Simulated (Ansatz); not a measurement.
# C on Pd(111): change of the work function, part 3 of 4

How does C on the fcc site change the work function of Pd(111) as the layer fills?

Ansatz 0.2.0; plane-wave DFT, PBE, Ansatz PAW.

So far, work function, upper face (eV): step 2 (the clean slab) 5.27; step 3 (37 atoms, coverage 0.111 ML, cell 3x3) 5.38.

### Step 4. Adsorbate added, k-mesh 6×6×1, coverage 0.25 ML

System of this step: Pd16C (C/Pd(111)). The cell holds 17 atoms: 16 Pd and 1 C. Its edges and angles: a = 5.501 Å, b = 5.501 Å, c = 26.387 Å, α = 90.0°, β = 90.0°, γ = 60.0°. Vacuum lies along c.

Another coverage, to see how the dipoles act on each other as their distance changes.

Input file input.yaml:

```yaml
crystal:
  lattice:
    - [5.5012907577, 0.0, 0.0]
    - [2.7506453788, 4.7642575497, 0.0]
    - [0.0, 0.0, 26.386991194]
  atoms:
    - { symbol: Pd, position: [0.0, 0.0, 0.3410771593] }
    - { symbol: Pd, position: [0.1666666667, 0.1666666667, 0.4261907872] }
    - { symbol: Pd, position: [0.3333333333, 0.3333333333, 0.5131272712] }
    - { symbol: Pd, position: [0.0, 0.0, 0.6004330023] }
    - { symbol: Pd, position: [0.0, 0.5, 0.3410771593] }
    - { symbol: Pd, position: [0.1666666667, 0.6666666667, 0.4261907872] }
    - { symbol: Pd, position: [0.3333333333, 0.8333333333, 0.5131272712] }
    - { symbol: Pd, position: [0.0, 0.5, 0.6004330023] }
    - { symbol: Pd, position: [0.5, 0.0, 0.3410771593] }
    - { symbol: Pd, position: [0.6666666667, 0.1666666667, 0.4261907872] }
    - { symbol: Pd, position: [0.8333333333, 0.3333333333, 0.5131272712] }
    - { symbol: Pd, position: [0.5, 0.0, 0.6004330023] }
    - { symbol: Pd, position: [0.5, 0.5, 0.3410771593] }
    - { symbol: Pd, position: [0.6666666667, 0.6666666667, 0.4261907872] }
    - { symbol: Pd, position: [0.8333333333, 0.8333333333, 0.5131272712] }
    - { symbol: Pd, position: [0.5, 0.5, 0.6004330023] }
    - { symbol: C, position: [0.1666666667, 0.1666666667, 0.6589228407] }
kpoints:
  mp_grid: { grid: [6, 6, 1] }
hamiltonian:
  xc: pbe
scf:
  occupations: { method: fermi_dirac, width: 0.1 }
  convergence: { dr2_threshold: 1.0e-08 }
efield:
  axis: 3
  dipole_correction: true
  ramp_position: 0.97
  ramp_width: 0.06
relax:
  f_tol: 0.02
  max_steps: 60
  constraints: [{ sites: [0, 1, 4, 5, 8, 9, 12, 13] }]
output:
  dos: { projected: true, e_range: [-8, 4] }
  write_potential: true
  write_density: true
  volumetric_format: npy
  elf: true
```

Launch:

```bash
$ ansatz run input.yaml --threads 4 --pin off --max-ram 16384MiB --backend cpu --events-out ev --progress --plain --runs-dir out
```

Output:

```text
[...]
Crystal: 17 atoms, lattice volume = 691.592 Å³
Basis set: ecut = 420 eV, 13499 PW (Γ), exchange–correlation on 80×80×360 points (8 copies of the dense FFT grid, shifted against one another)
Bands: 176, of which v1, the nominal top of the filled ones, is band 146 counted from 1 (145 counted from 0)
Symmetry: 6 space group operations
[...]
k-points: 7 of 36 (time reversal used)
[...]
SCF iter   1: F=—  HF=-111810.204303 eV  |F-HF|=—  |Δ(HF+E_count)|=         —  Δρ=9.70e-3  dr2=4.66e0  ethr=1.77e-3  p=-0.104 e·Å  D=-2.71e-2 V/Å  ΔV_dip=0.72 eV  dr2_dipole=4.31e-1  V_vac-E_F(+/−)=5.68/4.96 eV  ⟨swp⟩=7.1  Hψ=5385  notcnv=0  defer=59
[...]
SCF iter  14: F=-111810.079995 eV  HF=-111810.079995 eV  |F-HF|=2.24e-8  |Δ(HF+E_count)|=   1.31e-9  Δρ=3.35e-7  dr2=1.46e-9  ethr=3.42e-12  p=-0.104 e·Å  D=-2.71e-2 V/Å  ΔV_dip=0.72 eV  dr2_dipole=2.34e-11  V_vac-E_F(+/−)=5.95/5.24 eV  ⟨swp⟩=16.4  Hψ=8803  notcnv=0
SCF 1 converged in 14 iterations: F = -111810.079995 eV  dr2 = 1.46e-9
[...]
relax step   1: F+E_penalty+E_count = -111810.07999485 eV  Δ(F+E_penalty+E_count) = +0.000e0 eV  max|allowed force component| = 4.276e0 eV/Å  Δτ_max = 0.0000 Å  (14 SCF iters, accepted)
[...]
SCF iter  13: F=-111811.088191 eV  HF=-111811.088191 eV  |F-HF|=1.11e-8  |Δ(HF+E_count)|=   2.42e-8  Δρ=5.51e-7  dr2=4.19e-9  ethr=3.42e-12  p=-0.082 e·Å  D=-2.13e-2 V/Å  ΔV_dip=0.56 eV  dr2_dipole=7.81e-11  V_vac-E_F(+/−)=5.80/5.24 eV  ⟨swp⟩=14.1  Hψ=8045  notcnv=0
SCF 2 converged in 13 iterations: F = -111811.088191 eV  dr2 = 4.19e-9
relax step   2: F+E_penalty+E_count = -111811.08819145 eV  Δ(F+E_penalty+E_count) = -1.008e0 eV  max|allowed force component| = 2.933e0 eV/Å  Δτ_max = 0.1931 Å  (13 SCF iters, accepted)
SCF iter   1: F=—  HF=-111811.579051 eV  |F-HF|=—  |Δ(HF+E_count)|=         —  Δρ=7.82e-3  dr2=7.04e-1  ethr=1.63e-3  p=-0.082 e·Å  D=-2.13e-2 V/Å  ΔV_dip=0.56 eV  dr2_dipole=1.33e-1  V_vac-E_F(+/−)=5.80/5.24 eV  ⟨swp⟩=4.4  Hψ=3109  notcnv=0  defer=87
[...]
SCF iter  13: F=-111811.500188 eV  HF=-111811.500188 eV  |F-HF|=2.37e-8  |Δ(HF+E_count)|=   1.63e-8  Δρ=6.83e-7  dr2=6.38e-9  ethr=3.42e-12  p=-0.048 e·Å  D=-1.27e-2 V/Å  ΔV_dip=0.33 eV  dr2_dipole=1.37e-10  V_vac-E_F(+/−)=5.58/5.25 eV  ⟨swp⟩=14.6  Hψ=8210  notcnv=0
SCF 3 converged in 13 iterations: F = -111811.500188 eV  dr2 = 6.38e-9
relax step   3: F+E_penalty+E_count = -111811.50018832 eV  Δ(F+E_penalty+E_count) = -4.120e-1 eV  max|allowed force component| = 8.055e-1 eV/Å  Δτ_max = 0.1949 Å  (13 SCF iters, accepted)
[...]
relax step   4: F+E_penalty+E_count = -111811.55755031 eV  Δ(F+E_penalty+E_count) = -5.736e-2 eV  max|allowed force component| = 1.838e-1 eV/Å  Δτ_max = 0.0702 Å  (11 SCF iters, accepted)
SCF iter   1: F=—  HF=-111811.559648 eV  |F-HF|=—  |Δ(HF+E_count)|=         —  Δρ=6.46e-4  dr2=1.74e-3  ethr=5.69e-6  p=-0.043 e·Å  D=-1.11e-2 V/Å  ΔV_dip=0.29 eV  dr2_dipole=1.52e-6  V_vac-E_F(+/−)=5.54/5.25 eV  ⟨swp⟩=2.9  Hψ=2167  notcnv=0  defer=76
[...]
SCF iter   9: F=-111811.559784 eV  HF=-111811.559784 eV  |F-HF|=1.10e-8  |Δ(HF+E_count)|=   2.82e-8  Δρ=5.41e-7  dr2=6.56e-9  ethr=3.42e-12  p=-0.041 e·Å  D=-1.08e-2 V/Å  ΔV_dip=0.29 eV  dr2_dipole=5.71e-10  V_vac-E_F(+/−)=5.53/5.25 eV  ⟨swp⟩=11.3  Hψ=8015  notcnv=0
SCF 5 converged in 9 iterations: F = -111811.559784 eV  dr2 = 6.56e-9
relax step   5: F+E_penalty+E_count = -111811.55978373 eV  Δ(F+E_penalty+E_count) = -2.233e-3 eV  max|allowed force component| = 6.427e-3 eV/Å  Δτ_max = 0.0074 Å  (9 SCF iters, accepted)
[...]
WARN: The output density's exchange-correlation potential varies sharply where the density is thin. Do not read a vacuum level from v_tot or v_xc, or from such a field of the output density. On a cell that repeats whose density bears no net charge and no dipole along the vacuum's axis use v_es (v_loc + v_h of the components); under efield.dipole_correction with no amplitude use v_es + v_field, which holds any externa [...]
SCF converged after 9 iterations
Free energy (F): -111811.559784 eV
[...]
Internal energy: -111810.694860 eV  (E = F + TS)
E sigma→0 (E₀):  -111811.127322 eV
Entropy (-TS):   -0.864923 eV (-50.878 meV/atom)
Fermi energy:    3.387771 eV
Dipole field:    D = -0.010821 V/Å  (p = -0.041359 e·Å, saw-weighted, corrected)
Work function:   Φ+ = 5.5308 eV   Φ− = 5.2453 eV
[...]
--- Forces (eV/Å), atoms counted from 1 ---
  atom   1  Pd     0.01141892     0.00659272    -0.31315598
  atom   2  Pd    -0.00000000    -0.00000000     0.36379177
  atom   3  Pd     0.00556575     0.00321339     0.00612003
  atom   4  Pd     0.00054138     0.00031256    -0.00409684
  atom   5  Pd     0.00000000    -0.01318543    -0.31315598
  atom   6  Pd    -0.05475826     0.03161470     0.31355493
  atom   7  Pd     0.00000000    -0.00642677     0.00612003
  atom   8  Pd     0.00000000    -0.00062513    -0.00409684
  atom   9  Pd    -0.01141892     0.00659272    -0.31315598
  atom  10  Pd     0.00000000    -0.06322939     0.31355493
  atom  11  Pd    -0.00556575     0.00321339     0.00612003
  atom  12  Pd    -0.00054138     0.00031256    -0.00409684
  atom  13  Pd     0.00000000     0.00000000    -0.36803179
  atom  14  Pd     0.05475826     0.03161470     0.31355493
  atom  15  Pd    -0.00000000    -0.00000000     0.00149114
  atom  16  Pd    -0.00000000    -0.00000000    -0.00147909
  atom  17  C      0.00000000     0.00000000    -0.00304435
  max |Σ_I F_I| component: 5.90e-6 eV/Å
--- Band table (eV; the first three rows and the last of 7) ---
  k-point 0: bands = [... 142 lower, 3.5678, 3.5678, 3.5823, 3.7236, 3.7277, 3.7277, 3.9977, 4.2549, ... 26 higher]
  k-point 1: bands = [... 142 lower, 3.3137, 3.3507, 3.4065, 3.5149, 3.5231, 3.5336, 3.7366, 4.4500, ... 26 higher]
  k-point 2: bands = [... 142 lower, 3.0626, 3.2331, 3.2581, 3.2730, 3.3320, 3.4886, 3.5098, 3.7977, ... 26 higher]
  k-point 6: bands = [... 142 lower, 3.0854, 3.1126, 3.1272, 3.1378, 3.1544, 3.1989, 3.2209, 3.2257, ... 26 higher]
--- Relaxed structure (5 steps of the walk, 5 accepted, 0 SCFs on fresh bases) ---
  F+E_penalty+E_count = -111811.55978373 eV   max|allowed force component| = 6.427e-3 eV/Å
  atoms:
    - { symbol: Pd, position: [-1.795949e-17, -1.795949e-17, 0.341077] }
    - { symbol: Pd, position: [0.166667, 0.166667, 0.426191] }
    - { symbol: Pd, position: [0.332902, 0.332902, 0.513034] }
    - { symbol: Pd, position: [-0.00288151, -0.00288151, 0.605061] }
    - { symbol: Pd, position: [0.0, 0.500000, 0.341077] }
    - { symbol: Pd, position: [0.166667, 0.666667, 0.426191] }
    - { symbol: Pd, position: [0.332902, 0.834196, 0.513034] }
    - { symbol: Pd, position: [-0.00288151, 0.505763, 0.605061] }
    - { symbol: Pd, position: [0.500000, -1.795949e-17, 0.341077] }
    - { symbol: Pd, position: [0.666667, 0.166667, 0.426191] }
    - { symbol: Pd, position: [0.834196, 0.332902, 0.513034] }
    - { symbol: Pd, position: [0.505763, -0.00288151, 0.605061] }
    - { symbol: Pd, position: [0.5, 0.500000, 0.341077] }
    - { symbol: Pd, position: [0.666667, 0.666667, 0.426191] }
    - { symbol: Pd, position: [0.833333, 0.833333, 0.516012] }
    - { symbol: Pd, position: [0.5, 0.500000, 0.598569] }
    - { symbol: C, position: [0.166667, 0.166667, 0.641456] }
```

Wall time 2.4 min (4 threads of Arm Neoverse V1, shared host); peak memory 2.9 GiB; 9.5 min of CPU time.

The steps of the relaxation:

```
step  energy less that of the first step (eV)  largest force component (eV/Å)
   1                                   0.0000                          4.2759
   2                                  -1.0082                          2.9326
   3                                  -1.4202                          0.8055
   4                                  -1.4776                          0.1838
   5                                  -1.4798                          0.0064
```

The run keeps the 6 symmetry operations that the program found, so distortions that break them were not tested.

The atoms that moved most (Å):

```
atom      dx      dy      dz  length
 C17   0.000   0.000  -0.461   0.461
 Pd4  -0.024  -0.014   0.122   0.125
Pd12   0.024  -0.014   0.122   0.125
 Pd8   0.000   0.027   0.122   0.125
Pd15   0.000   0.000   0.076   0.076
Pd16   0.000   0.000  -0.049   0.049
```

The relaxed structure:

```xyz
17
Lattice="5.5013 0.0000 0.0000 2.7506 4.7643 0.0000 0.0000 0.0000 26.3870" Properties=species:S:1:pos:R:3
Pd    0.0000    0.0000    9.0000
Pd    1.3753    0.7940   11.2459
Pd    2.7471    1.5860   13.5374
Pd   -0.0238   -0.0137   15.9657
Pd    1.3753    2.3821    9.0000
Pd    2.7506    3.1762   11.2459
Pd    4.1260    3.9743   13.5374
Pd    1.3753    2.4096   15.9657
Pd    2.7506    0.0000    9.0000
Pd    4.1260    0.7940   11.2459
Pd    5.5048    1.5860   13.5374
Pd    2.7744   -0.0137   15.9657
Pd    4.1260    2.3821    9.0000
Pd    5.5013    3.1762   11.2459
Pd    6.8766    3.9702   13.6160
Pd    4.1260    2.3821   15.7944
C     1.3753    0.7940   16.9261
```

This step gave:

- energy at zero smearing: -111811.1273 eV
- work function, upper face: 5.531 eV
- work function, lower face: 5.245 eV
- dipole along the normal: -0.04136 e·Å
- step between the vacuum levels: 0.2855 eV

The density of states has structure finer than the step of the table below, so its rows give means over 0.5 eV. Peaks (eV: height): -2.89: 62.2, -2.77: 67.6, -2.59: 61.5, -2.41: 79.2, -2.26: 74.6, -1.71: 61.8, -0.30: 64.0.

Table of density of states by energy, zero at the Fermi level; means over each step:

energy (eV), density of states (states/eV a cell) and a bar:
```
     -7.0        0.0 
     -6.5        0.5 
     -6.0        5.2 ####
     -5.5        5.7 ####
     -5.0       11.9 #########
     -4.5       28.6 #####################
     -4.0       29.1 #####################
     -3.5       26.7 ####################
     -3.0       33.7 #########################
     -2.5       40.8 ##############################
     -2.0       31.4 #######################
     -1.5       35.4 ##########################
     -1.0       34.2 #########################
     -0.5       33.6 #########################
      0.0       27.5 ####################
      0.5        5.4 ####
      1.0        7.5 #####
      1.5        5.4 ####
```

Projected DOS per atom over height of the atomic layer and energy from the Fermi level. Layers: Pd4 Pd4 Pd4 Pd4 C from below.

Ten even steps from '0' (0.00 states/eV) to '9' (2.82 states/eV), each cell a mean:
```
00002
00015
00002
00002
78621
77651
85661
75761
85571
98771
77770
44660
55551
59761
27631
01134
00024
00013
00000
00000
00000
00000
```
Columns: height of the atomic layer (Å) from 9 to 16.9 (not evenly spaced); rows upwards: energy from the Fermi level (eV) from -7.96 to 1.95.

Electrostatic potential energy in the ca plane at fractional y = 0.167, with atoms of Pd and C within 0.2 Å of it. With pseudopotentials it is smooth inside the atoms' cores, unlike the true potential.

Ten even steps from '0' (-42 eV) to '9' (9 eV), each cell a mean:
```
64478998889975458987546899999999999999999999
74578998889975458987547899999999999999999999
87789874468987678998778999999999999999999999
98899730026998889999889999999999999999999999
99999610005899999999999999999999999999999999
99999710005899999999999999999999999999999999
88889852147988889998778999999999999999999999
75578987789986568987557899999999999999999999
64478998899975458987446899999999999999999999
75679987789986568998657889999999999999999999
88889852147988789998876468999999999999999999
99999710005899999999872016999999999999999999
99999610005899999999871005999999999999999999
98899730026998889999874137999999999999999999
86789875468987678998767789999999999999999999
```
Columns run along c (16.0 Å, from fractional 0.32 to 0.93 of the cell; values clipped at the 3rd and 97th percentile), rows up along a (5.5 Å). Atoms in or near the plane, at fractional coordinates: Pd at (0.43, 0.17), Pd at (0.43, 0.67), C at (0.64, 0.17).

ELF in the ca plane at fractional y = 0.167, with atoms of Pd and C within 0.2 Å of it. It is the smooth field of the valence electrons, not physical close to the nuclei.

Ten even steps from '0' (0.00) to '9' (0.84), each cell a mean:
```
34432222222224442223443344320000000000000000
34432222222234442223443221100000000000000000
23322234432223332222332211000000000000000000
22222255553222222122222211000000000000000000
22222354454222221112222210000000000000000000
22222355563222221112222210000000000000000000
22222245552222222222222211000000000000000000
34432223322223432223443211000000000000000000
34432222222234542223443222210000000000000000
34322223322223432222333566531000000000000000
22222245552222222112236899863100000000000000
22222355564222221111257479974100000000000000
22222354454222221111366259984100000000000000
22222256553222221111247789973100000000000000
33322234432223332122334788742000000000000000
```
Columns run along c (16.0 Å, from fractional 0.32 to 0.93 of the cell), rows up along a (5.5 Å). Atoms in or near the plane, at fractional coordinates: Pd at (0.43, 0.17), Pd at (0.43, 0.67), C at (0.64, 0.17).

Valence density in the ca plane at fractional y = 0.167, with atoms of Pd and C within 0.2 Å of it. It is the smooth field of the valence electrons, not physical close to the nuclei.

Ten steps, logarithmic in the rise over the least value, from '0' (0 e/Å³) to '9' (13 e/Å³), each cell a mean:
```
45542222222235553224554321000000000000000000
45542223322235553223554210000000000000000000
34432245642224432223443210000000000000000000
22222378974222222112222100000000000000000000
12222489985222221111221100000000000000000000
22222479985222221112221100000000000000000000
23322357763223332122332100000000000000000000
45532233432234542223553210000000000000000000
45542222222235653224554210000000000000000000
34432234432234543223444321000000000000000000
23322357763223332112344443100000000000000000
12222479985222221111235554200000000000000000
12222489985222221111235554200000000000000000
22222368974222221112334543100000000000000000
34432245542223432123444432100000000000000000
```
Columns run along c (16.0 Å, from fractional 0.32 to 0.93 of the cell), rows up along a (5.5 Å). Atoms in or near the plane, at fractional coordinates: Pd at (0.43, 0.17), Pd at (0.43, 0.67), C at (0.64, 0.17).

The relaxation took 5 steps and lowered the energy by 1.5 eV; the largest force on the free atoms ends at 0.0064 eV/Å.

By hand: a sheet of dipoles makes a step −p/(ε₀A) in the electron's potential. With e/ε₀ = 180.95 V·Å, p = -0.04136 e·Å and A = 26.21 Å², that is −180.95 × (-0.04136) / 26.21 = +0.286 eV, and the two vacuum levels of the run differ by +0.286 eV.

The covered face has 5.53 eV, +0.26 eV against the clean one; the bare back face has moved by -0.00 eV, a measure of how thin the slab is.

### Step 5. The covered slab, k-mesh 6×6×1, coverage 0.5 ML

System of this step: Pd8C (C/Pd(111)). The cell holds 18 atoms: 16 Pd and 2 C. Its edges and angles: a = 5.501 Å, b = 5.501 Å, c = 26.387 Å, α = 90.0°, β = 90.0°, γ = 60.0°. Vacuum lies along c.

Another coverage, to see how the dipoles act on each other as their distance changes.

input.yaml: that of step 4 with these lines changed.

```diff
@@ -23,2 +23,3 @@
     - { symbol: C, position: [0.1666666667, 0.1666666667, 0.6589228407] }
+    - { symbol: C, position: [0.6666666667, 0.1666666667, 0.6589228407] }
 kpoints:
```

Output:

```text
[...]
Crystal: 18 atoms, lattice volume = 691.592 Å³
Basis set: ecut = 420 eV, 13499 PW (Γ), exchange–correlation on 80×80×360 points (8 copies of the dense FFT grid, shifted against one another)
Bands: 178, of which v1, the nominal top of the filled ones, is band 148 counted from 1 (147 counted from 0)
Symmetry: 4 space group operations
[...]
- { symbol: Pd, position: [0.5, 0.500000, 0.341077] }
    - { symbol: Pd, position: [0.66666666665, 0.6666666667, 0.426191] }
    - { symbol: Pd, position: [0.835448, 0.829104, 0.515610] }
    - { symbol: Pd, position: [0.510892, 0.478216, 0.601748] }
    - { symbol: C, position: [0.161021, 0.177958, 0.646262] }
    - { symbol: C, position: [0.661021, 0.177958, 0.646262] }
[key lines of the parts left out:]
SCF converged after 9 iterations
Free energy (F): -112059.790527 eV
Fermi energy:    3.505607 eV
Dipole field:    D = -0.019386 V/Å  (p = -0.074094 e·Å, saw-weighted, corrected)
Work function:   Φ+ = 5.7590 eV   Φ− = 5.2474 eV
```

Wall time 5.8 min (4 threads); peak memory 3.3 GiB; 22 min of CPU time.

Step by step:

```
step  energy less that of the first step (eV)  largest force component (eV/Å)
   1                                   0.0000                          3.4649
   2                                  -1.6213                          2.1223
   3                                  -1.9148                          1.9507
   4                                  -2.1102                          0.2395
   5                                  -2.1154                          0.0280
   6                                  -2.1156                          0.0015
```

The run keeps the 4 symmetry operations that the program found, so distortions that break them were not tested.

The atoms that moved most (Å):

```csv
atom,dx,dy,dz,length
C18,0.000,0.054,-0.334,0.338
C17,0.000,0.054,-0.334,0.338
Pd4,0.000,-0.125,0.201,0.237
Pd12,0.000,-0.125,0.201,0.237
Pd16,0.000,-0.104,0.035,0.109
Pd8,0.000,-0.104,0.035,0.109
Pd15,0.000,-0.020,0.066,0.069
Pd7,0.000,-0.020,0.066,0.069
```

The relaxed structure:

```xyz
18
Lattice="5.5013 0.0000 0.0000 2.7506 4.7643 0.0000 0.0000 0.0000 26.3870" Properties=species:S:1:pos:R:3
Pd    0.0000    0.0000    9.0000
Pd    1.3753    0.7940   11.2459
Pd    2.7506    1.5618   13.5206
Pd    0.0000   -0.1250   16.0448
Pd    1.3753    2.3821    9.0000
Pd    2.7506    3.1762   11.2459
Pd    4.1260    3.9501   13.6054
Pd    1.3753    2.2783   15.8783
Pd    2.7506    0.0000    9.0000
Pd    4.1260    0.7940   11.2459
Pd    5.5013    1.5618   13.5206
Pd    2.7506   -0.1250   16.0448
Pd    4.1260    2.3821    9.0000
Pd    5.5013    3.1762   11.2459
Pd    6.8766    3.9501   13.6054
Pd    4.1260    2.2783   15.8783
C     1.3753    0.8478   17.0529
C     4.1260    0.8478   17.0529
```

The relaxation took 6 steps and lowered the energy by 2.1 eV; the largest force on the free atoms ends at 0.0015 eV/Å.

The covered face has 5.76 eV, +0.49 eV against the clean one; the bare back face has moved by -0.00 eV, a measure of how thin the slab is.

(Part 3 of 4 ends here.)

[Long decimals in the printed logs are rounded to 6 places.]

[Logs are printed without paths, hosts, clocks, repeated set-up lines and the standing remarks that a program may print on its own settings, such as how far it seeks lower states.]

[Hosts, paths, dates, database ids (printed as entryN), source tags and the programs' standing remarks are cut or masked in the printed files.]

[Maps of the electrostatic potential energy from Ansatz leave out the sawtooth potential of an applied field or a dipole correction, so their vacuum need not be flat; planar profiles and work functions include it.]

[The density of states shown here was stored with 400 of the rows of the run's finer table, so its peaks can read low, often by over a quarter, or be missed, and its means over a window can be off by a tenth or more.]
